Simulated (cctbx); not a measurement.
# Lattice, Laue class and space group of a new crystal

Cell: a = 4.2790 Å, b = 4.2790 Å, c = 9.6990 Å, α = 90.00°, β = 90.00°, γ = 90.00°. Expected content of the cell: Pb2 Au4 Si4.

Simulated single-crystal data (cctbx): Cu Kα, λ = 1.54184 Å, to d = 0.83 Å, 95 % of the full sphere, strongest reflection 20000 counts, noise from counting, a 6 % proportional error and a noise floor of 2 counts (s.d.); no absorption, some extinction.

A first pass over the reflections prints:

```text
1234 reflections to d = 0.831 A
centring   violations  <I/sigma> of those
    A        297 of   616      7.1
    B        298 of   621      7.0
    C        301 of   621      6.8
    I          0 of   639     -0.0
    R        385 of   809      7.0
    F        448 of   929      7.0
Laue class    unique    Rint  (classes that these axes allow; Friedel mates merged)
I 1 2/m 1         181   0.042
I 1 1 2/m         171   0.042
I 2/m 1 1         182   0.038
I m m m           110   0.044
I 4/m              88   0.048
I 4/m m m          65   0.049
space group    extra absences  I>4sigma  <I/sigma>
I 4 2 2                 0          0         -  acentric
I 4 m m                 0          0         -  acentric
I -4 m 2                0          0         -  acentric
I -4 2 m                0          0         -  acentric
I 4/m m m               0          0         -  centric
Wilson B = 0.72 A^2   <|E^2-1|> = 0.752 (0.968 centric, 0.736 acentric)   E^2>4: 0.0 %
shell (A)         n   <I/sigma>
 4.85 - 1.41     18     36.1
 1.41 - 1.12     12     40.1
 1.12 - 0.98     14     43.0
 0.98 - 0.89     11     45.3
 0.89 - 0.83     10     40.4
```

Q: Read the symmetry from these tables.

The reflections that I centring forbids are absent (⟨I/σ⟩ near 0), so the lattice is I.

Rint stays low (0.038 to 0.049) up to I 4/m m m, the highest class in these axes.

5 settings pass the absence test. No glide or screw absences show, which leaves I 4 2 2, I 4 m m, I -4 m 2, I -4 2 m and I 4/m m m.

⟨|E²−1|⟩ = 0.752 leans to a non-centrosymmetric structure. Here that hint misleads: the statistic assumes many like atoms on general positions, and few, heavy or special-position atoms break it. The Wilson B of 0.72 Å² means U ≈ 0.0091 Å².

The true group is I4/mmm (no. 139), Laue class 4/mmm, centrosymmetric. The tables only narrow the choice to the tied entries; cell content, site symmetry and trial solutions must settle it.

The model was made for the exercise: a known structure type with other elements put in, its volume estimated, not relaxed; displacement parameters are assumed.

[Logs are printed without paths, hosts, clocks, repeated set-up lines and the standing remarks that a program may print on its own settings, such as how far it seeks lower states.]
